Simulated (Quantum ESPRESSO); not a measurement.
# La2Fe2Se2O3: which magnetic order is lowest, part 2 of 3

Wanted: the moments of La2Fe2Se2O3 and the energy of each order that was tried.

Quantum ESPRESSO 7.5; PBEsol with U = 4.5 eV on Fe d (ortho-atomic projectors); plane waves with GBRV 1.5 PBEsol potentials, no spin-orbit coupling.

So far, absolute magnetization (μB): step 2 (run 1 (ferro ++)) 8.04.

## Step 3: Run 2 (antiferro +−)

pw.in reads:

```
&CONTROL
  calculation = 'scf'
  prefix = 'pwscf'
  outdir = './tmp'
  pseudo_dir = './pseudo'
  disk_io = 'nowf'
/
&SYSTEM
  ibrav = 0
  celldm(1) = 8
  nat = 9
  ntyp = 5
  ecutwfc = 40
  ecutrho = 280
  nbnd = 55
  occupations = 'smearing'
  smearing = 'fd'
  degauss = 0.00367493
  nspin = 2
  starting_magnetization(1) = 0
  starting_magnetization(2) = 0.25
  starting_magnetization(3) = -0.25
  starting_magnetization(4) = 0
  starting_magnetization(5) = 0
/
&ELECTRONS
  conv_thr = 1.8d-08
  electron_maxstep = 150
  mixing_beta = 0.3
/
ATOMIC_SPECIES
La    138.9055 la_pbesol_v1.uspp.F.UPF
Fe1    55.8450 fe_pbesol_v1.5.uspp.F.UPF
Fe2    55.8450 fe_pbesol_v1.5.uspp.F.UPF
Se     78.9710 se_pbesol_v1.uspp.F.UPF
O      15.9990 o_pbesol_v1.2.uspp.F.UPF
CELL_PARAMETERS alat
  -0.4867992383363    0.4868027816909    2.2415679752646
   0.4867992383363   -0.4868027816909    2.2415679752646
   0.4867992383363    0.4868027816909   -2.2415679752646
ATOMIC_POSITIONS crystal
La      0.3136675000    0.3136675000    0.0000000000
La      0.6863325000    0.6863325000    0.0000000000
Fe1     0.0000000000    0.5000000000    0.5000000000
Fe2     0.5000000000    0.0000000000    0.5000000000
Se      0.9021490000    0.9021490000    0.0000000000
Se      0.0978510000    0.0978510000    0.0000000000
O       0.5000000000    0.5000000000    0.0000000000
O       0.2500010000    0.7500010000    0.5000000000
O       0.7499990000    0.2499990000    0.5000000000
K_POINTS automatic
6 6 6 0 0 0
HUBBARD {ortho-atomic}
U Fe1-3d 4.5000
U Fe2-3d 4.5000
```

Run with:

```bash
$ OMP_NUM_THREADS=1 mpirun -n 4 pw.x -nk 4 -in pw.in > pw.out
```

What it wrote:

```text
[banner, memory and clock lines left out]
Program PWSCF v.7.5 starts

     Message from routine setup:
     using ibrav=0 with symmetry is DISCOURAGED, use correct ibrav instead

     bravais-lattice index     =            0
     lattice parameter (alat)  =       8.0000  a.u.
     unit-cell volume          =    1087.8896 (a.u.)^3
     number of atoms/cell      =            9
     number of atomic types    =            5
     number of electrons       =        84.00
     number of Kohn-Sham states=           55
     kinetic-energy cutoff     =      40.0000  Ry
     charge density cutoff     =     280.0000  Ry
     scf convergence threshold =      1.8E-08
     mixing beta               =       0.3000
     number of iterations used =            8  plain     mixing
     Exchange-correlation= SLA  PW   PSX  PSC
                           (   1   4  10   8   0   0   0)
     Hubbard projectors: ortho-atomic
     Hubbard parameters of DFT+U (Dudarev formulation) in eV:
     U(Fe1-3d) =  4.5000
     U(Fe2-3d) =  4.5000

     Internal variables: lda_plus_u =T, lda_plus_u_kind = 0

     Internal variables: orbital_resolved =F, hub_pot_fix =F, apply_U = F

     celldm(1)=   8.000000  celldm(2)=   0.000000  celldm(3)=   0.000000
     celldm(4)=   0.000000  celldm(5)=   0.000000  celldm(6)=   0.000000

     crystal axes: (cart. coord. in units of alat)
               a(1) = (  -0.486799   0.486803   2.241568 )
               a(2) = (   0.486799  -0.486803   2.241568 )
               a(3) = (   0.486799   0.486803  -2.241568 )

     reciprocal axes: (cart. coord. in units 2 pi/alat)
               b(1) = (  0.000000  1.027110  0.223058 )
               b(2) = (  1.027117  0.000000  0.223058 )
               b(3) = (  1.027117  1.027110  0.000000 )

     PseudoPot. # 1 for La read from file:
     la_pbesol_v1.uspp.F.UPF
     Pseudo is Ultrasoft + core correction, Zval = 11.0

     PseudoPot. # 2 for Fe read from file:
     fe_pbesol_v1.5.uspp.F.UPF
     Pseudo is Ultrasoft + core correction, Zval = 16.0

     PseudoPot. # 3 for Fe read from file:
     fe_pbesol_v1.5.uspp.F.UPF
     Pseudo is Ultrasoft + core correction, Zval = 16.0

     PseudoPot. # 4 for Se read from file:
     se_pbesol_v1.uspp.F.UPF
     Pseudo is Ultrasoft + core correction, Zval =  6.0

     PseudoPot. # 5 for O  read from file:
     o_pbesol_v1.2.uspp.F.UPF
     Pseudo is Ultrasoft + core correction, Zval =  6.0

     atomic species   valence    mass     pseudopotential
     La               11.00   138.90550     La( 1.00)
     Fe1              16.00    55.84500     Fe( 1.00)
     Fe2              16.00    55.84500     Fe( 1.00)
     Se                6.00    78.97100     Se( 1.00)
     O                 6.00    15.99900     O ( 1.00)

     Starting magnetic structure
     atomic species   magnetization
     La              0.000
     Fe1             0.250
     Fe2            -0.250
     Se              0.000
     O               0.000

      8 Sym. Ops., with inversion, found

   Cartesian axes

     site n.     atom                  positions (alat units)
         1        La     tau(   1) = (   0.0000000  -0.0000000   1.4062140  )
         2        La     tau(   2) = (   0.0000000  -0.0000000   3.0769219  )
         3        Fe1    tau(   3) = (   0.4867992   0.0000000   0.0000000  )
         4        Fe2    tau(   4) = (   0.0000000   0.4868028   0.0000000  )
         5        Se     tau(   5) = (   0.0000000  -0.0000000   4.0444566  )
         6        Se     tau(   6) = (   0.0000000   0.0000000   0.4386793  )
         7        O      tau(   7) = (   0.0000000   0.0000000   2.2415680  )
         8        O      tau(   8) = (   0.4867992  -0.0000000   1.1207885  )
         9        O      tau(   9) = (   0.0000000   0.4868028   1.1207795  )

     number of k points=    46  Fermi-Dirac smearing, width (Ry)=  0.0037
                       cart. coord. in units 2pi/alat
        k(    1) = (   0.0000000   0.0000000   0.0000000), wk =   0.0046296
        k(    2) = (   0.1711862   0.1711850   0.0000000), wk =   0.0185185
        k(    3) = (   0.3423725   0.3423700   0.0000000), wk =   0.0185185
        k(    4) = (  -0.5135587  -0.5135550   0.0000000), wk =   0.0092593
        k(    5) = (   0.1711862   0.0000000   0.0371764), wk =   0.0185185
        [... 41 further k-points ...]

     Dense  grid:    86063 G-vectors     FFT dimensions: ( 100, 100, 100)

     Smooth grid:    37233 G-vectors     FFT dimensions: (  75,  75,  75)

     Check: negative core charge=   -0.000014
     Generating pointlists ...
     new r_m :   0.2328 (alat units)  1.8622 (a.u.) for type    1
     new r_m :   0.2008 (alat units)  1.6064 (a.u.) for type    2
     new r_m :   0.2008 (alat units)  1.6064 (a.u.) for type    3
     new r_m :   0.2703 (alat units)  2.1625 (a.u.) for type    4
     new r_m :   0.2008 (alat units)  1.6064 (a.u.) for type    5

     Initial potential from superposition of free atoms

     starting charge      81.9411, renormalised to      84.0000

     negative rho (up, down):  7.774E-02 7.774E-02

     STARTING HUBBARD OCCUPATIONS:

     =================== HUBBARD OCCUPATIONS ===================
     ------------------------ ATOM    3 ------------------------
     Tr[ns(  3)] (up, down, total) =   5.00000  0.00000  5.00000
     Atomic magnetic moment for atom   3 =   5.00000
     [... lines left out ...]
     ------------------------ ATOM    4 ------------------------
     Tr[ns(  4)] (up, down, total) =   0.00000  5.00000  5.00000
     Atomic magnetic moment for atom   4 =  -5.00000
     [... lines left out ...]
     Number of occupied Hubbard levels =   10.0000

     Atomic wfc used for Hubbard projectors are orthogonalized

     Starting wfcs are   86 randomized atomic wfcs

     Self-consistent Calculation

     iteration #  1     ecut=    40.00 Ry     beta= 0.30
     Davidson diagonalization with overlap
     ethr =  1.00E-02,  avg # of iterations =  4.6

     =================== HUBBARD OCCUPATIONS ===================
     ------------------------ ATOM    3 ------------------------
     Tr[ns(  3)] (up, down, total) =   4.96349  4.17933  9.14283
     Atomic magnetic moment for atom   3 =   0.78416
     [... lines left out ...]
     ------------------------ ATOM    4 ------------------------
     Tr[ns(  4)] (up, down, total) =   4.17925  4.96345  9.14270
     Atomic magnetic moment for atom   4 =  -0.78420
     [... lines left out ...]
     Number of occupied Hubbard levels =   18.2855

     negative rho (up, down):  7.594E-02 7.594E-02

     total energy              =    -867.48989568 Ry
     estimated scf accuracy    <      48.34118314 Ry

     total magnetization       =    -0.00 Bohr mag/cell
     absolute magnetization    =     2.25 Bohr mag/cell

     iteration #  2     ecut=    40.00 Ry     beta= 0.30
     Davidson diagonalization with overlap
     ethr =  1.00E-02,  avg # of iterations =  7.4

     negative rho (up, down):  3.640E-07 4.518E-07

     total energy              =    -860.49041444 Ry
     estimated scf accuracy    <     664.76867190 Ry

     total magnetization       =     0.01 Bohr mag/cell
     absolute magnetization    =     0.16 Bohr mag/cell

     [... further iterations left out ...]

     iteration # 21     ecut=    40.00 Ry     beta= 0.30
     Davidson diagonalization with overlap
     c_bands:  1 eigenvalues not converged
     ethr =  6.31E-11,  avg # of iterations =  5.1

     negative rho (up, down):  5.514E-02 5.513E-02

     total energy              =    -888.72384330 Ry
     estimated scf accuracy    <       0.00000002 Ry

     total magnetization       =    -0.00 Bohr mag/cell
     absolute magnetization    =     7.60 Bohr mag/cell

     iteration # 22     ecut=    40.00 Ry     beta= 0.30
     Davidson diagonalization with overlap
     c_bands:  2 eigenvalues not converged
     ethr =  2.75E-11,  avg # of iterations =  3.2

     negative rho (up, down):  5.513E-02 5.513E-02

     Magnetic moment per site  (integrated on atomic sphere of radius R)
     atom   1 (R=0.233)  charge=  6.2468  magn= -0.0000
     atom   2 (R=0.233)  charge=  6.2468  magn= -0.0000
     atom   3 (R=0.201)  charge= 13.3103  magn=  3.3496
     atom   4 (R=0.201)  charge= 13.3102  magn= -3.3496
     atom   5 (R=0.270)  charge=  4.4809  magn=  0.0000
     atom   6 (R=0.270)  charge=  4.4809  magn=  0.0000
     atom   7 (R=0.201)  charge=  5.6073  magn=  0.0000
     atom   8 (R=0.201)  charge=  5.6086  magn=  0.0000
     atom   9 (R=0.201)  charge=  5.6086  magn=  0.0000

     End of self-consistent calculation

     =================== HUBBARD OCCUPATIONS ===================
     ------------------------ ATOM    3 ------------------------
     Tr[ns(  3)] (up, down, total) =   4.91871  1.24174  6.16045
     Atomic magnetic moment for atom   3 =   3.67697
     [... lines left out ...]
     ------------------------ ATOM    4 ------------------------
     Tr[ns(  4)] (up, down, total) =   1.24173  4.91871  6.16044
     Atomic magnetic moment for atom   4 =  -3.67698
     [... lines left out ...]
     Number of occupied Hubbard levels =   12.3209

     [... lines left out ...]
     the Fermi energy is    10.7105 ev

!    total energy              =    -888.72384332 Ry
     estimated scf accuracy    <       0.00000001 Ry
     smearing contrib. (-TS)   =      -0.00000000 Ry
     internal energy E=F+TS    =    -888.72384332 Ry

     The total energy is F=E-TS. E is the sum of the following terms:
     one-electron contribution =    -514.31302049 Ry
     hartree contribution      =     298.46268997 Ry
     xc contribution           =    -236.48992914 Ry
     ewald contribution        =    -436.51488864 Ry
     Hubbard energy            =       0.13130498 Ry

     total magnetization       =     0.00 Bohr mag/cell
     absolute magnetization    =     7.60 Bohr mag/cell

     convergence has been achieved in  22 iterations
```

The job ended after 16 min (4 MPI ranks of Arm Neoverse V2, shared host; peak memory 2.1 GiB; 62 min of CPU time).

Spin moment in the atom's sphere by atom:

```csv
atom,spin moment in the atom's sphere (μB)
La1,0.00
La2,0.00
Fe3,3.35
Fe4,-3.35
Se5,0.00
Se6,0.00
O7,0.00
O8,0.00
O9,0.00
```

This step gave:

| Item | Value |
| --- | --- |
| smearing term TS | 2.04e-11 eV |
| magnetization | 0 μB |
| absolute magnetization | 7.595 μB |
| final state | antiferromagnetic |

## Step 4: The states side by side

An order is kept where moments of 0.15 μB or more survive with the typed signs; meshes match where a doubled cell samples the same k points as the first cell.

Orders:

```csv
start,final state,typed order kept,energy over the lowest (meV a seeded atom),largest site moment (μB),net moment (μB a cell of the first run),mesh matched,CPU time (s)
ferro ++,ferromagnetic,yes,48.24,3.374,8,yes,4140
antiferro +-,antiferromagnetic,yes,0,3.35,0,yes,3741
```

## Step 5: The lowest state again, with its states saved

pw.in: that of step 3 with these lines changed.

```diff
@@ -5,3 +5,3 @@
   pseudo_dir = './pseudo'
-  disk_io = 'nowf'
+  disk_io = 'low'
 /
@@ -14,3 +14,3 @@
   ecutrho = 280
-  nbnd = 55
+  nbnd = 59
   occupations = 'smearing'
```

What it wrote:

```text
     [... lines left out ...]
Program PWSCF v.7.5 starts
     [... lines left out ...]
     number of atoms/cell      =            9
     [... lines left out ...]
     number of electrons       =        84.00
     number of Kohn-Sham states=           59
     kinetic-energy cutoff     =      40.0000  Ry
     charge density cutoff     =     280.0000  Ry
     scf convergence threshold =      1.8E-08
     [... lines left out ...]
      8 Sym. Ops., with inversion, found
     [... lines left out ...]
     number of k points=    46  Fermi-Dirac smearing, width (Ry)=  0.0037
     [... lines left out ...]
     iteration # 23     ecut=    40.00 Ry     beta= 0.30
     [... lines left out ...]
     Magnetic moment per site  (integrated on atomic sphere of radius R)
     atom   1 (R=0.233)  charge=  6.2467  magn= -0.0000
     atom   2 (R=0.233)  charge=  6.2467  magn= -0.0000
     atom   3 (R=0.201)  charge= 13.3103  magn=  3.3496
     atom   4 (R=0.201)  charge= 13.3102  magn= -3.3496
     atom   5 (R=0.270)  charge=  4.4809  magn=  0.0000
     atom   6 (R=0.270)  charge=  4.4809  magn=  0.0000
     atom   7 (R=0.201)  charge=  5.6073  magn=  0.0000
     atom   8 (R=0.201)  charge=  5.6087  magn=  0.0000
     atom   9 (R=0.201)  charge=  5.6087  magn=  0.0000
     [... lines left out ...]
     Tr[ns(  3)] (up, down, total) =   4.91871  1.24174  6.16045
     [... lines left out ...]
     Tr[ns(  4)] (up, down, total) =   1.24173  4.91871  6.16044
     [... lines left out ...]
     the Fermi energy is    10.9249 ev
!    total energy              =    -888.72384332 Ry
     estimated scf accuracy    <       0.00000001 Ry
     smearing contrib. (-TS)   =      -0.00000000 Ry
     [... lines left out ...]
     total magnetization       =     0.00 Bohr mag/cell
     absolute magnetization    =     7.60 Bohr mag/cell
     convergence has been achieved in  23 iterations
```

Elapsed: 17 min, on 4 MPI ranks; peak memory 2.1 GiB; 69 min of CPU time.

Read from the output:

* smearing term TS: 1.26e-11 eV
* magnetization: 0 μB
* absolute magnetization: 7.595 μB
* final state: antiferromagnetic
* largest moment: 3.350 μB

(Part 2 of 3 ends here.)

[Logs and program files are shortened in this print: banners, set-up blocks, solver, clock and traceback lines can be left out without a mark of their own.]

[Logs are printed without paths, hosts, clocks, repeated set-up lines and the standing remarks that a program may print on its own settings, such as how far it seeks lower states.]

[Hosts, paths, dates, database ids (printed as entryN), source tags and the programs' standing remarks are cut or masked in the printed files.]

[Where a cell is said to come from a database of computed structures, the database is the Materials Project.]
